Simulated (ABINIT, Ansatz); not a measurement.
# A GW chain in ABINIT: K2H4Pt (I4/mmm), part 3 of 3

How does a plane-wave GW calculation on K2H4Pt (I4/mmm) run from the first input to the gap?

ABINIT 10.8.3; PBEsol and many-body steps on it, plane waves. Known limits of the many-body steps: not at the basis limit; no spin polarisation; d states lean on the start; no spin-orbit coupling; coarse k mesh.

So far. Step 3 (Bands along the symmetry lines): The gap is 2.585 eV, −0.002 eV from the run before at this level. Step 4 (Empty states on the mesh, 2×2×2 mesh, 249 bands): On this mesh the gap is 2.606 eV.

**5. Screening, 2×2×2 mesh, 227 bands, screening to 176.9 eV**

The RPA dielectric matrix is built and inverted for each q.

This step: RPA screening on PBEsol, plane waves, norm-conserving pseudopotentials.

The input, run.abi:

```
acell 3*1.0 Angstrom
rprim 
  -2.874560180000 2.874560180000 3.861188830000
  2.874560180000 -2.874560180000 3.861188830000
  2.874560180000 2.874560180000 -3.861188830000
ntypat 3
znucl 19 1 78
natom 7
typat 1 1 2 2 2 2 3
xred 
  0.250000000000 0.750000000000 0.500000000000
  0.750000000000 0.250000000000 0.500000000000
  0.202788050000 0.797211950000 0.000000000000
  0.202788050000 0.202788050000 0.405576100000
  0.797211950000 0.202788050000 0.000000000000
  0.797211950000 0.797211950000 0.594423900000
  0.000000000000 0.000000000000 0.000000000000
pp_dirpath "pseudos"
pseudos "K.upf, H.upf, Pt.upf"
ecut 38
ngkpt 2 2 2
nshiftk 1
shiftk 0 0 0
kptopt 1
chksymbreak 0
istwfk *1
occopt 1
irdwfk 1
optdriver 3
nband 227
ecuteps 6.5
inclvkb 2
awtr 1
symchi 1
indata_prefix "in"
outdata_prefix "out"
tmpdata_prefix "tmp"
```

Command:

```sh
$ OMP_NUM_THREADS=1 mpirun -n 4 abinit run.abi > log
```

Numbers of over 12 decimals in the logs are rounded to 6 here.

The program printed:

```text
.Version 10.8.3 of ABINIT. v10.8.2 released Aug 2026.

 Symmetries : space group I4/m m m (#139); Bravais tI (body-center tetrag.)
[... echo of the input left out ...]
== DATASET  1 ==================================================================
-   mpi_nproc: 4, omp_nthreads: 1 (-1 if OMP is not activated)

--- !DatasetInfo
iteration_state: {dtset: 1, }
dimensions: {natom: 7, nkpt: 4, mband: 227, nsppol: 1, nspinor: 1, nspden: 1, mpw: 9692, }
cutoff_energies: {ecut:  38.0, pawecutdg:  -1.0, }
electrons: {nelect:   4.00000000E+01, charge:   0.00000000E+00, occopt:   1.00000000E+00, tsmear:   1.00000000E-02, }

 SCREENING: Calculation of the susceptibility and dielectric matrices

 Based on a program developped by R.W. Godby, V. Olevano, G. Onida, and L. Reining.
 Incorporated in ABINIT by V. Olevano, G.-M. Rignanese, and M. Torrent.
.Using double precision arithmetic ; gwpc =  8

[... cell and pseudopotentials left out ...]
--------------------------------------------------------------------------------

 ==== K-mesh for the wavefunctions ====
 Number of points in the irreducible wedge :     4
[... list of points left out ...]
 Together with 16 symmetry operations and time-reversal symmetry
 yields     8 points in the full Brillouin Zone.

 ==== Q-mesh for the screening function ====
 Number of points in the irreducible wedge :     4
[... list of points left out ...]
 Together with 16 symmetry operations and time-reversal symmetry
 yields     8 points in the full Brillouin Zone.

 setmesh: FFT mesh size selected  =    45x   45x   45
          total number of points  =        91125

 vcoul_init : cutoff-mode = AUXILIARY_FUNCTION
 q-points for optical limit:   1
     1)      0.000010    0.000020    0.000030

- screening: taking advantage of time-reversal symmetry
- Maximum band index for partially occupied states nbvw = 20
- Remaining bands to be divided among processors   nbcw = 207
- Number of bands treated by each node ~51

 Number of electrons calculated from density =   40.0000; Expected =   40.0000
 average of density, n =  0.046445
 r_s =    1.7258
 omega_plasma =   20.7886 [eV]

 calculating chi0 at frequencies [eV] :
  1    0.000000E+00    0.000000E+00
  2    0.000000E+00    2.078861E+01

--------------------------------------------------------------------------------
  q-point number  1        q = ( 0.000000, 0.000000, 0.000000) [r.l.u.]
--------------------------------------------------------------------------------
[... chi0 elements left out ...]
 For q-point:  0.000010 0.000020 0.000030
  dielectric constant =   2.8208
  dielectric constant without local fields =   3.6708

  Average fulfillment of the sum rule on Im[epsilon] for q-point    1 :     74.78  [%]
[... wings left out ...]
  q-point number  2        q = ( 0.500000, 0.000000, 0.000000) [r.l.u.]
--------------------------------------------------------------------------------
[... chi0 elements left out ...]
  Average fulfillment of the sum rule on Im[epsilon] for q-point    2 :     79.16  [%]

 [... 2 further q-points ...]
```

Elapsed: 77 s, on 4 MPI ranks of Intel Xeon Platinum 8488C (Sapphire Rapids), shared host; peak memory 2.6 GiB.

This step gave:

```
ε∞ with local fields, on this mesh, along the program's q direction : 2.821
the same without local fields                                       : 3.671
plasma frequency                                                    : 20.79 eV
plane waves in the screening matrix                                 : 685
```

Local fields lower ε∞ by 23 %. On a Γ-centred mesh this coarse the value itself is usually too large, while a short band sum pulls it down.

**6. Self-energy, 2×2×2 mesh, 227 bands, screening to 176.9 eV**

The self-energy is evaluated for the states that the input lists, and the levels follow from it, in one-shot runs by the linearised quasiparticle equation.

This step: G0W0 on PBEsol, plane waves, norm-conserving pseudopotentials.

run.abi: that of step 5 with these lines changed.

```diff
@@ -28,8 +28,19 @@
 irdwfk 1
-optdriver 3
+optdriver 4
 nband 227
+gwcalctyp 0
+ecutsigx 38
+symsigma 1
+nkptgw 3
+kptgw 
+  0.5000000000 0.5000000000 0.0000000000
+  0.5000000000 0.5000000000 0.5000000000
+  0.0000000000 0.0000000000 0.0000000000
+bdgw 
+  19 22
+  18 22
+  18 22
 ecuteps 6.5
-inclvkb 2
-awtr 1
-symchi 1
+irdscr 1
+ppmodel 1
 indata_prefix "in"
```

The program printed:

```text
.Version 10.8.3 of ABINIT. v10.8.2 released Aug 2026.

 Symmetries : space group I4/m m m (#139); Bravais tI (body-center tetrag.)
[... echo of the input left out ...]
== DATASET  1 ==================================================================
-   mpi_nproc: 4, omp_nthreads: 1 (-1 if OMP is not activated)

--- !DatasetInfo
iteration_state: {dtset: 1, }
dimensions: {natom: 7, nkpt: 4, mband: 227, nsppol: 1, nspinor: 1, nspden: 1, mpw: 9692, }
cutoff_energies: {ecut:  38.0, pawecutdg:  -1.0, }
electrons: {nelect:   4.00000000E+01, charge:   0.00000000E+00, occopt:   1.00000000E+00, tsmear:   1.00000000E-02, }

 SIGMA: Calculation of the GW corrections

 Based on a program developped by R.W. Godby, V. Olevano, G. Onida, and L. Reining.
 Incorporated in ABINIT by V. Olevano, G.-M. Rignanese, and M. Torrent.
.Using double precision arithmetic ; gwpc =  8

[... cell and pseudopotentials left out ...]
--------------------------------------------------------------------------------

 ==== K-mesh for the wavefunctions ====
 Number of points in the irreducible wedge :     4
[... list of points left out ...]
 Together with 16 symmetry operations and time-reversal symmetry
 yields     8 points in the full Brillouin Zone.

 ==== Q-mesh for screening function ====
 Number of points in the irreducible wedge :     4
[... list of points left out ...]
 Together with 16 symmetry operations and time-reversal symmetry
 yields     8 points in the full Brillouin Zone.

 vcoul_init : cutoff-mode = AUXILIARY_FUNCTION
 q-points for optical limit:   1
     1)      0.000010    0.000020    0.000030
 setmesh: FFT mesh size selected  =    72x   72x   72
          total number of points  =       373248

 Number of electrons calculated from density =   40.0000; Expected =   40.0000
 average of density, n =  0.046445
 r_s =    1.7258
 omega_plasma =   20.7886 [eV]

 === KS Band Gaps ===
  >>>> For spin  1
   Minimum direct gap =   2.6251 [eV], located at k-point      :   0.5000  0.5000  0.5000
   Fundamental gap    =   2.6060 [eV], Top of valence bands at :   0.5000  0.5000  0.0000
                                       Bottom of conduction at :   0.5000  0.5000  0.5000
 SIGMA fundamental parameters:
 PLASMON POLE MODEL  1
 number of plane-waves for SigmaX                 9657
 number of plane-waves for SigmaC and W            685
 number of plane-waves for wavefunctions          9657
 number of bands                                   227
 number of independent spin polarizations            1
 number of spinorial components                      1
 number of k-points in IBZ                           4
 number of q-points in IBZ                           4
 number of symmetry operations                      16
 number of k-points in BZ                            8
 number of q-points in BZ                            8
 number of frequencies for dSigma/dE                 9
 frequency step for dSigma/dE [eV]                0.25
 number of omega for Sigma on real axis              0
 max omega for Sigma on real axis  [eV]           0.00
 zcut for avoiding poles [eV]                     0.10

 EPSILON^-1 parameters (SCR file):
 dimension of the eps^-1 matrix on file            685
 dimension of the eps^-1 matrix used               685
 number of plane-waves for wavefunctions          9657
 number of bands                                   227
 number of q-points in IBZ                           4
 number of frequencies                               2
 number of real frequencies                          1
 number of imag frequencies                          1

 matrix elements of self-energy operator (all in [eV])

 Perturbative Calculation

--- !SelfEnergy_ee
iteration_state: {dtset: 1, }
kpoint     : [   0.500,    0.500,    0.000, ]
spin       : 1
KS_gap     :    3.641
QP_gap     :    5.505
Delta_QP_KS:    1.864
data: !SigmaeeData |
     Band     E0 <VxcDFT>   SigX SigC(E0)      Z dSigC/dE  Sig(E)    E-E0       E
       19   0.814 -19.621 -23.952   3.512   0.783  -0.277 -20.262  -0.641   0.174
       20   1.111 -17.314 -20.766   2.488   0.795  -0.258 -18.080  -0.766   0.345
       21   4.752 -10.342  -6.670  -2.378   0.849  -0.178  -9.244   1.098   5.850
       22   5.795  -8.415  -4.471  -2.755   0.849  -0.178  -7.406   1.008   6.803

--- !SelfEnergy_ee
iteration_state: {dtset: 1, }
kpoint     : [   0.500,    0.500,    0.500, ]
spin       : 1
KS_gap     :    2.625
QP_gap     :    4.274
Delta_QP_KS:    1.649
data: !SigmaeeData |
     Band     E0 <VxcDFT>   SigX SigC(E0)      Z dSigC/dE  Sig(E)    E-E0       E
       18   0.819 -19.638 -23.972   3.516   0.783  -0.277 -20.278  -0.640   0.179
       19   0.819 -19.638 -23.972   3.516   0.783  -0.277 -20.278  -0.640   0.179
       20   1.092 -16.904 -20.242   2.375   0.796  -0.257 -17.670  -0.766   0.326
       21   3.717  -7.477  -3.854  -2.593   0.856  -0.168  -6.595   0.882   4.599
       22   5.273  -8.072  -4.487  -2.548   0.856  -0.168  -7.184   0.888   6.161

--- !SelfEnergy_ee
iteration_state: {dtset: 1, }
kpoint     : [   0.000,    0.000,    0.000, ]
spin       : 1
KS_gap     :    4.989
QP_gap     :    7.011
Delta_QP_KS:    2.022
data: !SigmaeeData |
     Band     E0 <VxcDFT>   SigX SigC(E0)      Z dSigC/dE  Sig(E)    E-E0       E
       18   0.790 -19.507 -23.836   3.488   0.784  -0.276 -20.167  -0.659   0.131
       19   0.790 -19.507 -23.836   3.488   0.784  -0.276 -20.167  -0.659   0.131
       20   0.797 -17.067 -20.605   2.576   0.796  -0.257 -17.832  -0.766   0.031
       21   5.785  -8.441  -4.168  -2.793   0.849  -0.178  -7.184   1.256   7.042
       22   6.309  -7.737  -3.708  -2.974   0.857  -0.167  -6.833   0.904   7.212

== END DATASET(S) ==============================================================
================================================================================

 -outvars: echo values of variables after computation  --------
           etotal      0.0000000000E+00
            nband         227
             nkpt           4
          spgroup         139
 [... the other variables as echoed above ...]

 Calculation completed.
```

Wall time 71 s (4 MPI ranks); peak memory 2.4 GiB.

Numbers from this step:

```
G0W0 gap on the points computed              : 4.254 eV
starting gap on the mesh                     : 2.606 eV
k of the valence top                         : 0.5, 0.5, 0
k of the conduction bottom                   : 0.5, 0.5, 0.5
Z at the valence top                         : 0.795
Z at the conduction bottom                   : 0.856
least direct G0W0 gap on the computed points : 4.273 eV
```

The gap on the mesh goes from 2.61 eV to 4.25 eV, a correction of +1.65 eV.

Limits: finite bands, cutoff and mesh; no spin polarisation; d states lean on the start; no spin-orbit coupling; coarse k mesh. v1 is the top filled band, c1 the lowest empty one. Levels before and after the correction, in eV, zero at the valence-band top of each column:

```
           conduction bottom  valence top
Kohn-Sham               2.61         0.00
     G0W0               4.25         0.00
```

```
                         level  energy (eV)
Kohn-Sham       (0.5 0.5 0) v2       -0.297
Kohn-Sham       (0.5 0.5 0) v1        0.000
Kohn-Sham       (0.5 0.5 0) c1        3.641
Kohn-Sham       (0.5 0.5 0) c2        4.684
Kohn-Sham  (0.5 0.5 0.5) v3-v2       -0.293
Kohn-Sham     (0.5 0.5 0.5) v1       -0.019
Kohn-Sham     (0.5 0.5 0.5) c1        2.606
Kohn-Sham     (0.5 0.5 0.5) c2        4.161
     G0W0       (0.5 0.5 0) v2       -0.171
     G0W0       (0.5 0.5 0) v1        0.000
     G0W0       (0.5 0.5 0) c1        5.505
     G0W0       (0.5 0.5 0) c2        6.458
     G0W0  (0.5 0.5 0.5) v3-v2       -0.166
     G0W0     (0.5 0.5 0.5) v1       -0.019
     G0W0     (0.5 0.5 0.5) c1        4.254
     G0W0     (0.5 0.5 0.5) c2        5.816
```

**7. Where the time went**

Times are wall times on 4 MPI ranks of Intel Xeon Platinum 8488C (Sapphire Rapids), shared host, good to a factor of about two.

```
                          step     time  share  memory (GiB)
                  ground state  1.8 min   22 %          0.66
bands along the symmetry lines     77 s   15 %          0.52
      empty states on the mesh  2.7 min   33 %          0.54
                     screening     77 s   16 %           2.6
                   self-energy     71 s   14 %           2.4
```

**8. Outcome**

- PBEsol gap: 2.58 eV, indirect (only 40 meV under the direct gap)
- G0W0 gap on the mesh: 4.25 eV
- G0W0 gap over the zone (rigid shift): 4.23 eV
- GW settings: 2×2×2 mesh, 227 bands, screening to 176.9 eV, Godby-Needs plasmon pole
- known limits: not at the basis limit; no spin polarisation; d states lean on the start; no spin-orbit coupling; coarse k mesh

What this shows: G0W0 moves the gap on the mesh from 2.61 eV to 4.25 eV (+1.65 eV), with Z of 0.80 and 0.86 at the edges. The mesh misses the band edges by 0.02 eV in all; a rigid shift gives 4.23 eV for the zone. Local fields lower the RPA ε∞ on this mesh from 3.67 to 2.82; a Γ-centred mesh this coarse tends to raise both, most where the direct gap is narrow, while a short band sum lowers them. Only 3 of the mesh's irreducible points were corrected, so a valley elsewhere could overtake. Bands and cutoff are finite, so the gap is not at the basis limit. The miss can reach some tenths of an eV and take either sign; the mesh is an error of its own. In the G0W0 run levels were corrected at 3 k points alone, so a gap called «on the mesh» is the least over those, and an edge elsewhere would be missed. The 2×2×2 mesh is coarse for this cell, which bears on the long-range parts of exchange and screening. The runs have no spin polarisation. For a closed low-spin shell that is the natural state; where a d or f shell is open it is a constraint, and the gap is then not the crystal's own. With d states at the gap, one-shot GW leans hard on its start. The many-body steps are scalar-relativistic: spin-orbit coupling is not in them.

[Paths, hosts, dates, memory and timing lines, banners, echoed tables and standing remarks are left out of the program output.]

[Logs are printed without paths, hosts, clocks, repeated set-up lines and the standing remarks that a program may print on its own settings, such as how far it seeks lower states.]

[Runs of the session that timed out or met a known fault of the program may be left out.]

[Hosts, paths, dates, database ids (printed as entryN), source tags and the programs' standing remarks are cut or masked in the printed files.]

[G0W0 gaps are taken among the corrected bands and points alone; a level outside them can change the order at an edge.]

[Where Ansatz stands beside ABINIT at settings called matched, ABINIT's density can come from a denser mesh and the files from another edition; pairs whose starting gaps differed by over 0.03 eV were left out, so agreement reads better than it is.]
